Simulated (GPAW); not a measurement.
# Near-edge structure at the As K edge of AsP (R3m)

What does one-electron theory with a core hole give for the As K edge of AsP (R3m)?

Method: X-ray absorption from dipole matrix elements to empty bands, plane-wave PAW LDA, in GPAW 26.7.0.

### Step 1. Starting point

Symmetry: R3m, No. 160, trigonal system. The conventional cell has a = 3.685 Å, b = 3.685 Å, c = 9.979 Å, α = 90.00°, β = 90.00°, γ = 120.00°. Nearest to As lie 3 P at 2.45 Å. Nearest to P lie 3 As at 2.45 Å. Farther neighbours are not listed.

### Step 2. Ground state of the crystal

The ground state comes first: it tells whether the system has a gap, which decides how the excited electron is treated.

File scf.py:

```python
import numpy as np
from ase import Atoms
from ase.parallel import parprint, paropen
from gpaw import GPAW, PW, FermiDirac, Mixer, MixerDif, setup_paths
from gpaw.test import gen
setup_paths.insert(0, '.')
gen('As', name='nch1s', xcname='LDA', corehole=(1, 0, 0), write_xml=True)
from gpaw.mpi import world
world.barrier()

atoms = Atoms('AsP',
    cell=[[1.84263222, 1.06384421, 3.32627463],
     [-1.84263222, 1.06384421, 3.32627463],
     [0, -2.12768841, 3.32627463]],
    scaled_positions=[[0.772523, 0.772523, 0.772523],
     [0.227477, 0.227477, 0.227477]],
    pbc=True)
atoms.calc = calc = GPAW(legacy_gpaw=True, mode=PW(430), xc='LDA', setups={0: 'nch1s'},
    kpts={'size': (8, 8, 8), 'gamma': True}, occupations=FermiDirac(0.05),
    charge=0, mixer=Mixer(0.1, 5, 50), maxiter=150,
    convergence={'density': 0.0001}, txt='scf.txt')
energy = atoms.get_potential_energy() + calc.get_reference_energy()
ef = calc.get_fermi_level()
out = dict(energy=energy, fermi=ef, forces=atoms.get_forces().tolist())
parprint(f'all-electron energy {energy:.4f} eV, Fermi level {ef:.4f} eV')
ev = np.array([[calc.get_eigenvalues(k, s) for k in range(len(calc.get_ibz_k_points()))] for s in range(calc.get_number_of_spins())])
out['homo'], out['lumo'], out['counts'] = ev[ev < ef].max(), ev[ev > ef].min(), sorted(set((ev < ef).sum((0, 2)).tolist()))
out['filled'] = (ev[:, 0] < ef).sum(1).tolist()
import json
with paropen('out.json', 'w') as f:
    json.dump(out, f)
```

Launch:

```
OMP_NUM_THREADS=1 mpirun -n 4 gpaw python scf.py
```

Numbers of over 12 decimals in the logs are rounded to 6 here.

The log of the run:

```text
Input parameters:
  convergence: {density: 0.0001}
  kpts: {gamma: True,
         size: (8, 8, 8)}
  maxiter: 150
  mixer: {backend: pulay,
          beta: 0.1,
          method: separate,
          nmaxold: 5,
          weight: 50}
  mode: {ecut: 430.0,
         name: pw}
  occupations: {fixmagmom: False,
                name: fermi-dirac,
                width: 0.05}
  setups: {0: nch1s}

Initialize ...

[... PAW data sets ...]

Reference energy: -70692.513623  # eV

Spin-paired calculation

[... convergence settings ...]
Symmetries present (total): 2
  [... symmetry matrices ...]

512 k-points: 8 x 8 x 8 Monkhorst-Pack grid + [1/16,1/16,1/16]
150 k-points in the irreducible part of the Brillouin zone
       k-points in crystal coordinates                weights
   0:     0.00000000    0.00000000    0.00000000          1/512
   1:     0.00000000    0.00000000    0.12500000          2/512
   2:     0.00000000    0.00000000    0.25000000          2/512
   3:     0.00000000    0.00000000    0.37500000          2/512
   4:     0.00000000    0.00000000    0.50000000          1/512
   5:     0.12500000   -0.12500000    0.00000000          2/512
   6:     0.12500000   -0.12500000    0.12500000          4/512
   7:     0.12500000   -0.12500000    0.25000000          4/512
   8:     0.12500000   -0.12500000    0.37500000          4/512
   9:     0.12500000   -0.12500000    0.50000000          2/512
          ...
 149:     0.50000000    0.50000000    0.50000000          1/512

Wave functions: Plane wave expansion
  Cutoff energy: 430.000 eV
  Number of coefficients (min, max): 773, 810
  Pulay-stress correction: 0.000000 eV/Ang^3 (de/decut=0.000000)
  Using FFTW library
  Wavefunction extrapolation:
    Improved wavefunction reuse through dual PAW basis

Occupation numbers: Fermi-Dirac:
  width: 0.0500  # eV

Eigensolver
   Davidson(niter=2)

Densities:
  Coarse grid: 20*20*20 grid
  Fine grid: 40*40*40 grid
  Total Charge: 0.000000

Density mixing:
  Method: separate
  Backend: pulay
  Linear mixing parameter: 0.1
  old densities: 5
  Width of damping distribution: 1.1
  Damping of long wavelength oscillations: 50

[... Hamiltonian set-up ...]
Number of atoms: 2
Number of atomic orbitals: 8
Number of bands in calculation: 8
Number of valence electrons: 10
Bands to converge: occupied

... initialized

Initializing position-dependent things.

Density initialized from atomic densities
Creating initial wave functions:
  8 bands from LCAO basis set

       As

       P

Atomic positions and initial magnetic moments

Positions:
   0 As    -0.000000    0.000000    7.708871    ( 0.0000,  0.0000,  0.0000)
   1 P      0.000000    0.000000    2.269953    ( 0.0000,  0.0000,  0.0000)

Unit cell:
           periodic     x           y           z      points  spacing
  1. axis:    yes    1.842632    1.063844    3.326275    20     0.1520
  2. axis:    yes   -1.842632    1.063844    3.326275    20     0.1520
  3. axis:    yes    0.000000   -2.127688    3.326275    20     0.1520

  Lengths:   3.948564   3.948564   3.948564
  Angles:   55.635256  55.635256  55.635256

Effective grid spacing dv^(1/3) = 0.1697

iter:   1   -11.349424
iter:   2   -11.344110   -1.99  -1.11
iter:   3   -11.313934   -2.52  -1.16
iter:   4   -11.308203   -4.08  -1.57
iter:   5   -11.303517   -3.38  -1.65
iter:   6   -11.303283c  -4.72  -2.42
iter:   7   -11.303196c  -5.03  -2.60
iter:   8   -11.303183c  -6.21  -3.18
iter:   9   -11.303181c  -6.80  -3.48
iter:  10   -11.303182c  -7.54c -3.93
iter:  11   -11.303182c  -9.12c -4.29c

Converged after 11 iterations.

Dipole moment: (-0.000000, -0.000000, 1.168073) |e|*Ang

Energy contributions relative to reference atoms: (reference = -70692.513623)

Kinetic:        +11.441737
Potential:      -11.524820
External:        +0.000000
XC:             -11.198960
Entropy (-ST):   -0.001661
Local:           -0.020308
SIC:             +0.000000
--------------------------
Free energy:    -11.304012
Extrapolated:   -11.303182

Showing only first 2 kpts
 Kpt  Band  Eigenvalues  Occupancy
  0     3      4.75864    2.00000
  0     4      4.75864    2.00000
  0     5      8.67624    0.00000
  0     6      9.91415    0.00000

  1     3      4.62217    2.00000
  1     4      5.09005    2.00000
  1     5      8.89303    0.00000
  1     6      9.65849    0.00000

Fermi level: 7.18861

No gap
No difference between direct/indirect transitions

Forces in eV/Ang:
  0 As    0.00000    0.00000    0.09654
  1 P     0.00000   -0.00000   -0.09878
Scalar-relativistic atomic LDA calculation for As (Arsenic, Z=33)
Core hole in 1s state (1s occupation: 2.0)
600 radial gridpoints.
|------------------------------------------------|
|------------------------------------------------|
[... the atom generator's iteration count ...]

Energy contributions:
-------------------------
Kinetic:    +2298.810624
XC:           -80.495842
Potential:  -4475.454781
-------------------------
Total:      -2257.139999

state      eigenvalue         ekin         rmax
-----------------------------------------------
1s^2.0 :  -429.649646   549.714764        0.030
2s^2.0 :   -54.524652   106.313752        0.170
2p^6.0 :   -47.885737   103.662753        0.136
3s^2.0 :    -6.960589    24.669262        0.522
3p^6.0 :    -4.903404    22.221985        0.521
3d^10.0:    -1.502997    17.049353        0.475
4s^2.0 :    -0.539904     3.098002        1.606
4p^3.0 :    -0.196323     1.805704        1.971
-----------------------------------------------
(units: Bohr and Hartree)

Generating PAW setup
Kinetic energy of the core from tauc = 2313.918695
Cutoffs:
rc(s)=2.000
rc(p)=2.000
rc(d)=2.000
rc(vbar)=1.800
rc(comp)=2.000
rc(nct)=2.000

Kinetic energy of the core states: 2287.197508
Charge: 0.0
Core electrons: 28.0
Valence electrons: 5.0
Pseudo-core charge: 1.220635
Shape function alpha=2.500
Pseudo-electron charge 6.693983
state    eigenvalue         norm
--------------------------------
4s(2) :    -0.539904     1.201804
*s    :     0.460096
4p(3) :    -0.196323     1.023247
*p    :     0.803677
*d    :     0.000000
--------------------------------

Diagonalizing with gridspacing h=0.050

state   all-electron     PAW
-------------------------------
4s:      -0.539904    -0.540221
4p:      -0.196323    -0.196570
*d:                    0.036990
*f:                    0.071517
-------------------------------
all-electron energy -70703.8168 eV, Fermi level 7.1886 eV
```

Elapsed: 6.3 s, on 4 MPI ranks of Arm Neoverse V1, shared host; peak memory 0.16 GiB.

The mesh shows no gap, so the system is treated as a metal and the core electron is put at the Fermi level (neutral cell).

### Step 3. Spectrum without a core hole, As atom 1

This cheap baseline ignores the attraction of the hole: it shows the absorber's empty states as they are in the ground state. The data set with a hole of occupation 0 only carries the core orbital.

The absorber has 3 P at 2.45 Å and 3 P at 3.00 Å (distorted octahedral, site symmetry 3m).

File xas.py:

```python
import numpy as np
from ase import Atoms
from ase.parallel import parprint, paropen
from gpaw import GPAW, PW, FermiDirac, Mixer, MixerDif, setup_paths
from gpaw.test import gen
setup_paths.insert(0, '.')
gen('As', name='nch1s', xcname='LDA', corehole=(1, 0, 0), write_xml=True)
from gpaw.mpi import world
world.barrier()

atoms = Atoms('AsP',
    cell=[[1.84263222, 1.06384421, 3.32627463],
     [-1.84263222, 1.06384421, 3.32627463],
     [0, -2.12768841, 3.32627463]],
    scaled_positions=[[0.772523, 0.772523, 0.772523],
     [0.227477, 0.227477, 0.227477]],
    pbc=True)
atoms.calc = calc = GPAW(legacy_gpaw=True, mode=PW(430), xc='LDA', setups={0: 'nch1s'},
    kpts={'size': (11, 11, 11), 'gamma': True}, occupations=FermiDirac(0.1),
    charge=0, mixer=Mixer(0.1, 5, 50), maxiter=150,
    convergence={'density': 0.0001}, txt='scf.txt')
energy = atoms.get_potential_energy() + calc.get_reference_energy()
ef = calc.get_fermi_level()
out = dict(energy=energy, fermi=ef, forces=atoms.get_forces().tolist())
parprint(f'all-electron energy {energy:.4f} eV, Fermi level {ef:.4f} eV')
ev = np.array([[calc.get_eigenvalues(k, s) for k in range(len(calc.get_ibz_k_points()))] for s in range(calc.get_number_of_spins())])
out['homo'], out['lumo'], out['counts'] = ev[ev < ef].max(), ev[ev > ef].min(), sorted(set((ev < ef).sum((0, 2)).tolist()))
out['filled'] = (ev[:, 0] < ef).sum(1).tolist()

from ase.units import Ha
from gpaw.xas import dipole_matrix_elements
nb = int(calc.get_number_of_electrons() / 2) + 27
top = nb
nscf = calc.fixed_density(kpts={'size': (8, 8, 8), 'gamma': True},
    convergence={'eigenstates': 1.0}, txt='nscf.txt')
nscf.diagonalize_full_hamiltonian(nbands=nb)
cell = atoms.cell.array
ops = [cell.T @ U.T @ np.linalg.inv(cell.T) for U in nscf.wfs.kd.symmetry.op_scc]
E = np.arange(-25, 34, 0.1)
fwhm = np.interp(E, [4, 25], [2.14, 3.5])
Y, X, zero, highest = 0, 0, 1e9, 1e9
for spin in range(nscf.get_number_of_spins()):
    wfs = nscf.wfs
    A = dipole_matrix_elements(wfs.setups[0])
    eps = np.zeros((wfs.kd.nibzkpts, nb))
    d = np.zeros((3, A.shape[1], wfs.kd.nibzkpts, nb), complex)
    for kpt in wfs.kpt_u:
        if kpt.s == spin and 0 in kpt.P_ani:
            eps[kpt.k] = kpt.eps_n * Ha
            d[:, :, kpt.k] = (kpt.weight * wfs.nspins / 2) ** 0.5 * np.inner(A, kpt.P_ani[0])
    world.sum(eps)
    world.sum(d)
    T = np.einsum('amkn,bmkn->abkn', d, d.conj()).real
    T = sum(np.einsum('ai,ijkn,bj->abkn', R, T, R) for R in ops) / len(ops)
    empty = eps > ef
    zero, highest = min(zero, eps[empty].min()), min(highest, eps[:, top - 1].min())
    lines = [(eps, T, empty)] if spin == 0 else lines + [(eps, T, empty)]
for eps, T, empty in lines:
    f = np.einsum('aakn->akn', T).reshape(3, -1)
    x = eps.ravel() - zero
    w = np.interp(x, E, fwhm) / 2.35482
    g = np.exp(-0.5 * ((E[:, None] - x) / w) ** 2) / (w * (2 * np.pi) ** 0.5)
    Y = Y + (f * empty.ravel()) @ g.T
    X = X + (f * ~empty.ravel()) @ g.T
out.update(E=E.round(2).tolist(), xas=Y.tolist(), xes=X.tolist(), zero=zero, valid=highest - zero, nk=len(eps), nb=nb)
for i in range(0, len(E), 10):
    parprint(f'{E[i]:7.2f}', *(f'{v:10.3e}' for v in Y[:, i]))
import json
with paropen('out.json', 'w') as f:
    json.dump(out, f)
```

Launch:

```
OMP_NUM_THREADS=1 mpirun -n 4 gpaw python xas.py
```

The log of the run:

```text
Input parameters:
  convergence: {density: 0.0001}
  kpts: {gamma: True,
         size: (11, 11, 11)}
  maxiter: 150
  mixer: {backend: pulay,
          beta: 0.1,
          method: separate,
          nmaxold: 5,
          weight: 50}
  mode: {ecut: 430.0,
         name: pw}
  occupations: {fixmagmom: False,
                name: fermi-dirac,
                width: 0.1}
  setups: {0: nch1s}

Initialize ...

[...]
*p    :     0.803677
*d    :     0.000000
--------------------------------

Diagonalizing with gridspacing h=0.050

state   all-electron     PAW
-------------------------------
4s:      -0.539904    -0.540221
4p:      -0.196323    -0.196570
*d:                    0.036990
*f:                    0.071517
-------------------------------
all-electron energy -70703.8073 eV, Fermi level 7.0997 eV
[...]
32.00  1.006e-07  1.006e-07  1.312e-07
  33.00  9.754e-08  9.754e-08  1.261e-07
[key lines of the parts left out:]
Converged after 11 iterations.
Dipole moment: (-0.000000, -0.000000, 1.166223) |e|*Ang
Free energy:    -11.296490
Fermi level: 7.09967
```

Elapsed: 56 s, on 4 MPI ranks; peak memory 0.27 GiB.

The As K spectrum, As atom 1, no core hole (energy from the lowest empty level; intensity scaled to a mean of 1 over the first 20 eV; polarised curves are means over the symmetry-equivalent atoms):

```
E (eV)  isotropic  ε ⊥ c  ε ∥ c
  -2.0       0.01   0.01   0.01
  -1.5       0.04   0.04   0.04
  -1.0       0.13   0.13   0.13
  -0.5       0.34   0.34   0.33
   0.0       0.67   0.68   0.65
   0.5       1.09   1.10   1.06
   1.0       1.47   1.47   1.47
   1.5       1.71   1.70   1.75
   2.0       1.82   1.81   1.84
   2.5       1.83   1.86   1.76
   3.0       1.78   1.87   1.60
   3.5       1.69   1.81   1.44
   4.0       1.57   1.69   1.34
   4.5       1.46   1.53   1.33
   5.0       1.39   1.40   1.38
   5.5       1.33   1.28   1.43
   6.0       1.25   1.17   1.41
   6.5       1.12   1.05   1.27
   7.0       0.95   0.91   1.04
   7.5       0.78   0.78   0.79
   8.0       0.65   0.67   0.60
   8.5       0.58   0.61   0.51
   9.0       0.57   0.61   0.50
   9.5       0.60   0.64   0.53
  10.0       0.65   0.69   0.58
  10.5       0.71   0.74   0.63
  11.0       0.75   0.79   0.67
  11.5       0.79   0.82   0.72
  12.0       0.81   0.84   0.76
  12.5       0.81   0.83   0.78
  13.0       0.80   0.81   0.78
  13.5       0.78   0.79   0.76
  14.0       0.76   0.77   0.74
  14.5       0.75   0.76   0.73
  15.0       0.76   0.76   0.74
  15.5       0.78   0.78   0.77
  16.0       0.81   0.81   0.80
  16.5       0.83   0.83   0.83
  17.0       0.85   0.85   0.84
  17.5       0.84   0.85   0.83
  18.0       0.82   0.83   0.80
  18.5       0.78   0.80   0.75
  19.0       0.74   0.76   0.69
  19.5       0.70   0.73   0.65
  20.0       0.68   0.71   0.63
  20.5       0.67   0.69   0.62
  21.0       0.67   0.69   0.64
  21.5       0.68   0.68   0.66
  22.0       0.68   0.68   0.68
  22.5       0.69   0.69   0.70
  23.0       0.70   0.69   0.71
  23.5       0.71   0.70   0.72
  24.0       0.71   0.71   0.72
  24.5       0.72   0.72   0.72
  25.0       0.72   0.72   0.72
  25.5       0.71   0.71   0.71
  26.0       0.70   0.70   0.71
  26.5       0.68   0.68   0.70
  27.0       0.67   0.66   0.68
  27.5       0.65   0.64   0.67
  28.0       0.64   0.62   0.67
  28.5       0.64   0.62   0.68
  29.0       0.65   0.62   0.71
  29.5       0.68   0.64   0.75
  30.0       0.71   0.66   0.80
  30.5       0.74   0.68   0.85
```

Main maxima below 30 eV (height): 2.4 eV (1.83), 12.4 eV (0.81), 17.2 eV (0.85) and 24.6 eV (0.72). A K edge sees empty p states on the absorber.

The same matrix elements for filled bands give the As K emission of As atom 1 (ground-state approximation; energy from the lowest empty level, largest value 1):

```csv
E (eV),emission
-24.00,0.00
-23.25,0.00
-22.50,0.00
-21.75,0.00
-21.00,0.00
-20.25,0.00
-19.50,0.00
-18.75,0.00
-18.00,0.00
-17.25,0.00
-16.50,0.00
-15.75,0.00
-15.00,0.01
-14.25,0.02
-13.50,0.03
-12.75,0.04
-12.00,0.04
-11.25,0.06
-10.50,0.09
-9.75,0.10
-9.00,0.08
-8.25,0.08
-7.50,0.13
-6.75,0.29
-6.00,0.49
-5.25,0.69
-4.50,0.88
-3.75,0.99
-3.00,0.98
-2.25,0.84
-1.50,0.61
-0.75,0.35
0.00,0.14
0.75,0.04
1.50,0.01
2.25,0.00
3.00,0.00
```

Emission maxima: -3.4 eV (1.00).

### Step 4. Supercell without a hole, the energy reference

The photon energy needs a difference of total energies, so the cell and mesh of the coming hole run are first run without a hole.

scf.py, as its differences from that of step 2:

```diff
@@ -10,11 +10,23 @@
 
-atoms = Atoms('AsP',
-    cell=[[1.84263222, 1.06384421, 3.32627463],
-     [-1.84263222, 1.06384421, 3.32627463],
-     [0, -2.12768841, 3.32627463]],
-    scaled_positions=[[0.772523, 0.772523, 0.772523],
-     [0.227477, 0.227477, 0.227477]],
+atoms = Atoms('As7P7',
+    cell=[[-3.68526443, -4.25537682, -3.32627463],
+     [-5.52789665, 1.06384421, 3.32627463],
+     [-1.84263222, 5.31922103, -3.32627463]],
+    scaled_positions=[[0.227477, 0.772523, 0.227477],
+     [0.51319129, 0.20109443, 0.37033414],
+     [0.08461986, 0.05823729, 0.65604843],
+     [0.65604843, 0.91538014, 0.94176271],
+     [0.79890557, 0.62966586, 0.51319129],
+     [0.37033414, 0.48680871, 0.79890557],
+     [0.94176271, 0.34395157, 0.08461986],
+     [0.772523, 0.227477, 0.772523],
+     [0.05823729, 0.65604843, 0.91538014],
+     [0.62966586, 0.51319129, 0.20109443],
+     [0.20109443, 0.37033414, 0.48680871],
+     [0.34395157, 0.08461986, 0.05823729],
+     [0.91538014, 0.94176271, 0.34395157],
+     [0.48680871, 0.79890557, 0.62966586]],
     pbc=True)
 atoms.calc = calc = GPAW(legacy_gpaw=True, mode=PW(430), xc='LDA', setups={0: 'nch1s'},
-    kpts={'size': (8, 8, 8), 'gamma': True}, occupations=FermiDirac(0.05),
+    kpts={'size': (4, 4, 4), 'gamma': True}, occupations=FermiDirac(0.1),
     charge=0, mixer=Mixer(0.1, 5, 50), maxiter=150,
```

Launch:

```
OMP_NUM_THREADS=1 mpirun -n 4 gpaw python scf.py
```

The log of the run:

```text
Input parameters:
  convergence: {density: 0.0001}
  kpts: {gamma: True,
         size: (4, 4, 4)}
  maxiter: 150
  mixer: {backend: pulay,
          beta: 0.1,
          method: separate,
          nmaxold: 5,
          weight: 50}
  mode: {ecut: 430.0,
         name: pw}
  occupations: {fixmagmom: False,
                name: fermi-dirac,
                width: 0.1}
  setups: {0: nch1s}

Initialize ...

[...]
4s(2) :    -0.539904     1.201804
*s    :     0.460096
4p(3) :    -0.196323     1.023247
*p    :     0.803677
*d    :     0.000000
--------------------------------

Diagonalizing with gridspacing h=0.050

state   all-electron     PAW
-------------------------------
4s:      -0.539904    -0.540221
4p:      -0.196323    -0.196570
*d:                    0.036990
*f:                    0.071517
-------------------------------
all-electron energy -494926.5993 eV, Fermi level 7.1219 eV
[key lines of the parts left out:]
Converged after 11 iterations.
Dipole moment: (0.000000, -0.000000, 0.096483) |e|*Ang
Free energy:    -79.036808
Fermi level: 7.12193
```

Elapsed: 34 s, on 4 MPI ranks; peak memory 0.3 GiB.

Reference energy: -494926.599 eV with the cores included.

(Part 1 of 2 ends here.)

[Banner, clock and machine lines of the logs are left out without a mark of their own.]

[Logs are printed without paths, hosts, clocks, repeated set-up lines and the standing remarks that a program may print on its own settings, such as how far it seeks lower states.]

[Hosts, paths, dates, database ids (printed as entryN), source tags and the programs' standing remarks are cut or masked in the printed files.]

[Lists of maxima count a maximum above −3 eV only where it reaches 4 % of the highest in the window and stands out from its surroundings by 2 % of it (1.5 % where it reaches 55 %); shoulders and weaker maxima are passed over, and of the rest the first, up to two pre-edge ones and the few strongest are named.]
